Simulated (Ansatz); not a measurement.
**BiN (model cell, started as rocksalt type): following an unstable mode**

Which phase does BiN (model cell, started as rocksalt type) fall into along its unstable mode, and how much energy does it gain?

Calculated with Ansatz 0.2.0; DFT PBEsol, scalar-relativistic, plane waves, PAW.

This is a report of a sequence of runs, with the program logs left out and the cost of each run kept.

The structure was built from a prototype and need not be the compound's stable phase.

## 1. Starting point

The structure is cubic, space group Fm-3m (No. 225). Conventional cell: a = 5.082 Å, b = 5.082 Å, c = 5.082 Å, α = 90.00°, β = 90.00°, γ = 90.00°. Nearest to Bi lie 6 N at 2.54 Å. Nearest to N lie 6 Bi at 2.54 Å. Farther neighbours, and contacts between anions beyond the nearest, are not listed.

## 2. Phonons on a q mesh

Stability and thermal properties need the whole zone. Linear response on a 4×4×4 q mesh gives force constants as far as a supercell of that size would.

Contents of input.yaml:

```yaml
crystal:
  lattice:
    - [0.0, 2.5408677257, 2.5408677257]
    - [2.5408677257, 0.0, 2.5408677257]
    - [2.5408677257, 2.5408677257, 0.0]
  atoms:
    - { symbol: Bi, position: [0.0, 0.0, 0.0] }
    - { symbol: "N", position: [0.5, 0.5, 0.5] }
kpoints:
  mp_grid: { grid: [12, 12, 12] }
hamiltonian:
  xc: pbesol
scf:
  occupations: { method: gaussian, width: 0.02 }
output:
  eigenvalues: true
phonons:
  method: dfpt
  qmesh: [4, 4, 4]
  temperatures: { t_max: 1000, t_step: 50 }
  qpath:
    path:
      - [[0.0, 0.0, 0.0], [0.5, 0.0, 0.5], [0.625, 0.25, 0.625]]
      - [[0.375, 0.375, 0.75], [0.0, 0.0, 0.0], [0.5, 0.5, 0.5], [0.5, 0.25, 0.75], [0.5, 0.0, 0.5]]
    npoints: 10
```

On the command line:

```
ansatz run input.yaml --threads 4 --pin off --max-ram 7168MiB --backend cpu --events-out ev --progress --plain --runs-dir out
```

Elapsed: 3.6 min, on 4 threads of Arm Neoverse V1, shared host; peak memory 2.1 GiB.

This step gave:

* gap on the k-mesh: 0.1946 eV
* volume per atom: 16.40 Å³
* sum-rule residual before enforcement: 3.35e-5 eV/Å²
* lowest frequency on the path: -204.1 cm⁻¹
* point group: m-3m
* highest frequency on path, mesh or solved points: 412.6 cm⁻¹
* highest optical mode at the zone centre (no LO-TO term): -204.1 cm⁻¹
* lowest optical zone-centre mode: -204.1 cm⁻¹
* lowest mode on the q mesh (acoustic modes at Γ apart): -204.1 cm⁻¹

Frequencies (cm⁻¹) solved at each irreducible wavevector; negative means imaginary. Frequencies by wavevector, by row:

```
q in reciprocal lattice units  star  mode 1  mode 2  mode 3  mode 4  mode 5  mode 6
                        0 0 0     1  -204.1  -204.1  -204.1       0       0       0
                     0 0 0.25     8    35.3    35.3   110.1   253.7   253.7   364.8
                     0 0 -0.5     4    59.7    59.7   159.2   333.4   333.4   404.3
                  0 0.25 0.25     6  -120.8  -120.8    68.1    68.1   108.1   324.1
                  0 0.25 -0.5    24    60.2    74.7   131.6   227.5   245.1   319.6
                 0 0.25 -0.25    12   -91.9    54.6   102.2   135.7   308.6     374
                  0 -0.5 -0.5     3  -144.4  -144.4  -139.9    94.5    94.5   152.3
              0.25 -0.5 -0.25     6  -120.2  -120.2    97.7   124.9   124.9   319.9
```

Interpolated from a 4×4×4 q mesh, without the LO-TO term. Phonon branches along the path, in cm⁻¹:

```
    point  branch 1  branch 2  branch 3  branch 4  branch 5  branch 6
        Γ      -204      -204      -204         0         0         0
  halfway      -121      -121        68        68       108       324
        X      -144      -144      -140        94        94       152
  halfway      -124       -63        57       118       138       154
        U      -106        61       110       148       226       277
jump to K      -106        61       110       148       226       277
  halfway        20        40       113       120       290       378
        Γ      -204      -204      -204         0         0         0
  halfway        35        35       110       254       254       365
        L        60        60       159       333       333       404
  halfway        63        74       142       227       269       371
        W      -120      -120        98       125       125       320
  halfway      -122       -97        81       118       149       225
        X      -144      -144      -140        94        94       152
```

Symmetry leaves 8 wavevectors to solve. The lowest mode among them, the acoustic zeros apart, lies at Γ and is imaginary, 204.1i cm⁻¹, so the energy falls along it.

## 3. The mode frozen in, largest atomic shift 0 Å

The mode followed lies at q = (0, -0.5, -0.5) with frequency 144.4i cm⁻¹ and is 2-fold degenerate, one of the unstable modes though not the softest. At small amplitude the pattern taken leaves space group no. 11 by a symmetry search on the positions. The undistorted cell that holds it gives the zero of energy on the same k mesh.

System of this step: BiN (model cell, started as rocksalt type). The structure is cubic, space group Fm-3m (No. 225). The conventional cell has a = 5.082 Å, b = 5.082 Å, c = 5.082 Å, α = 90.00°, β = 90.00°, γ = 90.00°. Nearest to Bi lie 6 N at 2.54 Å. Nearest to N lie 6 Bi at 2.54 Å. Farther neighbours, and contacts between anions beyond the nearest, are not listed.

Contents of input.yaml:

```yaml
crystal:
  lattice:
    - [0.0, -2.5408677257, -2.5408677257]
    - [0.0, 2.5408677257, -2.5408677257]
    - [5.0817354513, 0.0, 0.0]
  atoms:
    - { symbol: Bi, position: [0.5, 0.5, 0.5] }
    - { symbol: Bi, position: [0.0, 0.0, 0.0] }
    - { symbol: "N", position: [0.5, 0.5, 0.0] }
    - { symbol: "N", position: [1.0, 0.0, 0.5] }
kpoints:
  mp_grid: { grid: [10, 10, 6] }
hamiltonian:
  xc: pbesol
scf:
  occupations: { method: gaussian, width: 0.02 }
output:
  forces: true
  stress: true
  eigenvalues: true
```

The job ended after 2 s (4 threads; peak memory 0.41 GiB).

Numbers from this step:

| Item | Value |
| --- | --- |
| pressure | -0.05063 GPa |
| gap on the k-mesh | 0.1191 eV |
| energy from the undistorted cell | 0 meV/atom |

The run ends at a pressure of -0.05 GPa.

## 4. The mode frozen in, largest atomic shift 0.32 Å

The atoms are moved along the unstable eigenvector, the largest shift by 0.32 Å, with the cell fixed.

input.yaml, the sections that differ from step 3:

```yaml
crystal:
  lattice:
    - [0.0, -2.5408677257, -2.5408677257]
    - [0.0, 2.5408677257, -2.5408677257]
    - [5.0817354513, 0.0, 0.0]
  atoms:
    - { symbol: Bi, position: [0.4971981843, 0.5108733772, 0.5] }
    - { symbol: Bi, position: [0.0028018157, -0.0108733772, 0.0] }
    - { symbol: "N", position: [0.4777787485, 0.5862369547, 0.0] }
    - { symbol: "N", position: [1.0222212515, -0.0862369547, 0.5] }
# kpoints, hamiltonian, scf, output: as in step 3
```

Run time: 4.8 s. Hardware: 4 threads; peak memory 0.53 GiB.

Read from the output:

```yaml
pressure: 3.682 GPa
gap_on_the_k_mesh: 0 eV
energy_from_the_undistorted_cell: -15.17 meV/atom
```

The energy, extrapolated to zero smearing, is -15.17 meV/atom against the undistorted cell.

The run ends at a pressure of 3.68 GPa, with forces up to 0.24 eV/Å.

## 5. Energy along the mode, all amplitudes (two of the runs are shown above)

An imaginary frequency means negative curvature, so the energy should fall and then rise again as anharmonic terms take over.

Numbers from this step:

```yaml
depth_at_the_lowest_point_sampled: 15.17 meV/atom
largest_atomic_shift_at_that_point: 0.32 Å
```

Table of energy from the parent by largest atomic shift:

```
largest atomic shift (Å)  energy from the parent (meV/atom)
                   0.000                                  0
                   0.040                             -0.935
                   0.080                              -3.18
                   0.140                              -7.86
                   0.220                              -14.3
                   0.320                              -15.2
                   0.450                               26.0
```

Displacement at unit largest shift by atom:

```
atom  x (Å)   y (Å)   z (Å)   size
 Bi1  0.000   0.109  -0.064  0.126
 Bi2  0.000  -0.109   0.064  0.126
  N3  0.000   0.861  -0.508  1.000
  N4  0.000  -0.861   0.508  1.000
```

The lowest step is at 0.32 Å, 15.2 meV/atom below the parent, and the energy rises beyond it.

## 6. Relaxing from the distorted cell

Starting from the lowest point found, all atoms and the cell are let go, so that strain and other modes of the same symmetry can join in.

input.yaml: that of step 4 with these lines changed.

```diff
@@ -20 +20,6 @@
   eigenvalues: true
+relax:
+  adjacent_minimum: "off"
+  f_tol: 0.002
+  max_steps: 120
+  cell: { stress_tol: 0.03 }
```

Run time: 2.5 min. Hardware: 4 threads; peak memory 0.62 GiB; 9.8 min of CPU time.

The steps of the relaxation (22 of 26):

```
step  energy less that of the first step (eV)  largest force component (eV/Å)  pressure (GPa)  volume (Å³)
   1                                   0.0000                          0.2170            3.68        65.62
   2                                  -0.0820                          0.2057           -2.01        69.22
   3                                  -0.1004                          0.2381           -1.59        68.97
   5                                  -0.2268                          0.3071            1.00        69.95
   6                                  -0.2640                          0.0297            0.11        70.37
   7                                  -0.2674                          0.0160            0.15        70.30
   8                                  -0.2673                          0.0086           -0.07        70.39
   9                                  -0.2673                          0.0004            0.00        70.38
  11                                  -0.3737                          0.0403            0.50        72.31
  12                                  -0.3838                          0.1137           -0.21        74.98
  13                                  -0.3869                          0.1047            0.50        75.13
  14                                  -0.3949                          0.0193           -0.01        74.87
  15                                  -0.3949                          0.0138            0.00        74.95
  16                                  -0.3948                          0.0005            0.02        75.01
  18                                  -0.4268                          0.0095           -0.01        76.38
  19                                  -0.4263                          0.0095            0.04        77.33
  20                                  -0.4265                          0.0106           -0.05        77.26
  21                                  -0.4265                          0.0012            0.00        77.25
 22*                                  -0.4324                          0.0014            0.02        77.25
  24                                  -0.4319                          0.0021           -0.01        77.72
  25                                  -0.4319                          0.0002            0.00        77.70
 26*                                  -0.4328                          0.0002            0.00        77.70
```

Relaxation steps marked * repeat the geometry before them on a plane-wave basis chosen anew for their cell, so energy and pressure can jump there. Other such steps can lie between the rows shown.

The run keeps the 4 symmetry operations that the program found, so distortions that break them were not tested.

```
     cell as run  before  after   change
           a (Å)   3.593  3.625   +0.9 %
           b (Å)   3.593  4.865  +35.4 %
           c (Å)   5.082  4.406  -13.3 %
volume (Å³/atom)   16.40  19.42  +18.4 %
```

The atoms that moved most (Å, as changes of fractional coordinates times the final cell):

```
atom     dx      dy      dz  length
  N3  0.000   0.346  -0.460   0.576
  N4  0.000  -0.346   0.460   0.576
 Bi2  0.000  -0.053   0.067   0.086
 Bi1  0.000   0.053  -0.067   0.086
```

The relaxed structure:

```
Bi N
1.0
     0.00000   -2.56360   -2.56360
     0.00000    3.43975   -3.43975
     4.40563    0.00000    0.00000
Bi N
2 2
Cartesian
  2.2028 0.5356 -3.0992
  0.0000 -0.0975 0.0975
  0.0000 1.1377 -3.7013
  2.2028 -3.2632 -1.8640
```

Numbers from this step:

| Item | Value |
| --- | --- |
| pressure | 0.001089 GPa |
| volume per atom | 19.42 Å³ |
| gap on the k-mesh | 0.1451 eV |

The distorted start has space group P2_1/m; the relaxation ends in Pmmn.

## 7. The new phase in its own primitive cell

The relaxed structure is symmetrised, reduced to its primitive cell and relaxed tightly, as its phonons need.

input.yaml, the sections that differ from step 6:

```yaml
crystal:
  lattice:
    - [3.6254795143, 0.0, 0.0]
    - [0.0, 4.4056306644, 0.0]
    - [0.0, 0.0, 4.8645437063]
  atoms:
    - { symbol: Bi, position: [0.5, 0.5, 0.2216470998] }
    - { symbol: Bi, position: [0.0, 0.0, 0.7783529002] }
    - { symbol: "N", position: [0.5, 0.0, 0.0466121438] }
    - { symbol: "N", position: [0.0, 0.5, 0.9533878562] }
kpoints:
  mp_grid: { grid: [8, 8, 6] }
relax:
  adjacent_minimum: "off"
  f_tol: 0.001
  max_steps: 60
  cell: { stress_tol: 0.01 }
# hamiltonian, scf, output: as in step 6
```

Wall time 16 s (4 threads); peak memory 0.49 GiB.

The steps of the relaxation:

```
step  energy less that of the first step (eV)  largest force component (eV/Å)  pressure (GPa)  volume (Å³)
   1                                   0.0000                          0.0041            0.00        77.70
   2                                   0.0000                          0.0140            0.01        77.70
   3                                  -0.0001                          0.0025            0.00        77.66
   4                                  -0.0002                          0.0004            0.00        77.61
  5*                                  -0.0001                          0.0004            0.00        77.61
```

Relaxation steps marked * repeat the geometry before them on a plane-wave basis chosen anew for their cell, so energy and pressure can jump there.

The run keeps the 8 symmetry operations that the program found, so distortions that break them were not tested.

```
conventional cell, symmetrised  before  after  change
                         a (Å)   3.625  3.625  -0.0 %
                         b (Å)   4.406  4.409  +0.1 %
                         c (Å)   4.865  4.856  -0.2 %
              volume (Å³/atom)   19.42  19.40  -0.1 %
```

The relaxed structure:

```xyz
4
Lattice="3.6247 0.0000 0.0000 0.0000 4.4093 0.0000 0.0000 0.0000 4.8563" Properties=species:S:1:pos:R:3 pbc="T T T"
Bi    1.8123    2.2046    1.0771
Bi    0.0000    0.0000    3.7792
N     1.8123    0.0000    0.2282
N     0.0000    2.2046    4.6281
```

Read from the output:

```
pressure           : -0.002695 GPa
gap on the k-mesh  : 0.1670 eV
volume per atom    : 19.40 Å³
direct gap on mesh : 0.3000 eV
```

The largest force component left is 0.36 meV/Å and the pressure is -0.003 GPa, within the tolerances set. The cell now holds 19.40 Å³/atom.

## 8. Modes of the new phase, k-mesh 8×8×6

A relaxed structure may still be a saddle point, so its zone-centre modes are computed. No field response is asked.

input.yaml, the sections that differ from step 7:

```yaml
crystal:
  lattice:
    - [3.6246917221, 0.0, 0.0]
    - [0.0, 4.4092537712, 0.0]
    - [0.0, 0.0, 4.8563199577]
  atoms:
    - { symbol: Bi, position: [0.5, 0.5, 0.2217951038] }
    - { symbol: Bi, position: [0.0, 0.0, 0.7782048962] }
    - { symbol: "N", position: [0.5, 0.0, 0.0469943899] }
    - { symbol: "N", position: [0.0, 0.5, 0.9530056101] }
output:
  eigenvalues: true
phonons:
  method: dfpt
# kpoints, hamiltonian, scf: as in step 7
# relax: removed
```

It took 34 s on 4 threads; peak memory 0.97 GiB.

Numbers from this step:

| Property | Result |
| --- | --- |
| sum-rule residual before enforcement | 6.69e-5 eV/Å² |
| point group | mmm |
| highest optical mode at the zone centre (no LO-TO term) | 486.1 cm⁻¹ |
| lowest optical zone-centre mode | 94.39 cm⁻¹ |

Without the LO-TO term. Patterns of degenerate modes are one choice out of their space. The modes at Γ (shares of kinetic energy by element, %):

```
mode  frequency (cm⁻¹)  symmetry  Bi %  N %
   1               0.0  acoustic    94    6
   2               0.0  acoustic    94    6
   3               0.0  acoustic    94    6
   4              94.4       B3g   100    0
   5              96.8       B2g    98    2
   6             144.6        Ag    99    1
   7             228.1       B2u     6   94
   8             389.5       B3u     6   94
   9             459.4        Ag     1   99
  10             478.7       B2g     2   98
  11             482.7       B1u     6   94
  12             486.1       B3g     0  100
```

Displacements in mode 4 (94.4 cm⁻¹), the largest set to 1:
```
Bi1  0.00 -1.00  0.00
Bi2  0.00  1.00  0.00
N3   0.00 -0.15  0.00
N4   0.00  0.15  0.00
```

Displacements in mode 5 (96.8 cm⁻¹), the largest set to 1:
```
Bi1  1.00  0.00  0.00
Bi2 -1.00  0.00  0.00
N3  -0.53  0.00  0.00
N4   0.53  0.00  0.00
```

Before it was imposed, the acoustic sum rule was missed by 6.7e-5 eV/Å². Small misses are needed for a sound result but don't prove that mesh and cutoff are converged. The lowest optical mode is real, 94.4 cm⁻¹.

## 9. The phases reached

The phases reached along the modes that were followed are set side by side.

Energies are those of the first relaxation, on the mesh of the frozen mode; space group, volume and gap are those of the last relaxation. Phases, by row:

```
                mode frozen in  space group  energy from parent (meV/atom)  volume (Å³/atom)  gap on mesh (eV)  lowest zone-centre optical mode (cm⁻¹)  largest shift (Å)
                        parent        Fm-3m                              0              16.4             0.195                                       –                  –
      q = (0, 0, 0), 204i cm⁻¹         I4mm                         -35.81                17              0.66                                   112.9              0.206
      q = (0, 0, 0), 204i cm⁻¹          R3m                         -40.78             17.24             0.302                                   205.8              0.227
      q = (0, 0, 0), 204i cm⁻¹         Imm2                         -39.17             17.18               0.2                                   119.9              0.223
q = (0, -0.5, -0.5), 144i cm⁻¹         Pmmn                         -123.4              19.4             0.167                                    94.4              0.989
q = (0, -0.5, -0.5), 144i cm⁻¹         Cmcm                         -29.98             17.12             0.151                                  -205.1              0.368
q = (0, -0.5, -0.5), 144i cm⁻¹         Pmmn                         -123.4              19.4             0.167                                    94.4              0.989
```

## 10. Summary of results

```json
{
 "unstable mode of the parent": "q = (0, -0.5, -0.5), 144i cm⁻¹",
 "depth at the lowest point sampled": "15.2 meV/atom",
 "largest atomic shift at that point": "0.32 Å",
 "space group reached": "Pmmn",
 "energy gained over the parent (first relaxation, on the mesh of the frozen mode)": "123 meV/atom",
 "volume per atom, phase reached": "19.4 Å³",
 "gap on the k-mesh, phase reached": "0.167 eV",
 "lowest optical zone-centre mode, phase reached": "94.4 cm⁻¹",
 "highest optical mode at the zone centre (no LO-TO term), phase reached": "486 cm⁻¹"
}
```

What this shows: Along this mode the structure falls into Pmmn, 123 meV/atom below the parent. At the parent's cell the well is 15.17 meV/atom deep on the steps tried, with its lowest point at a shift of 0.32 Å. Relaxing atoms and cell changes the gain by +108.21 meV/atom against the lowest step (energies at zero smearing). Most of the total comes from this relaxation. The new phase has no imaginary mode at the zone centre of its cell; other wavevectors were not checked. Of the 6 patterns followed from this parent, this one reaches the lowest energy. Differences under 1.0 meV/atom are within the error of comparing unlike cells and meshes, so the order among close phases is not settled. Each path keeps the symmetry of its pattern, so a lower phase may lie along a pattern not tried. Where the field response was not run the interpolation lacks the dipole term, so the LO-TO splitting is missing from branches, density of states and sums. The volume moved by more than a tenth on the k mesh of the start, so the energy gain is rough. Spin-orbit coupling is left out, which can matter for the heavy elements here. The starting cell was built on a prototype and not taken from a measurement, so the phase need not exist.

[Long decimals in the printed logs are rounded to 6 places.]

[Logs are printed without paths, hosts, clocks, repeated set-up lines and the standing remarks that a program may print on its own settings, such as how far it seeks lower states.]

[Hosts, paths, dates, database ids (printed as entryN), source tags and the programs' standing remarks are cut or masked in the printed files.]

[Where the starting crystal was built by hand or by swapping elements, it need not be the compound's stable phase.]
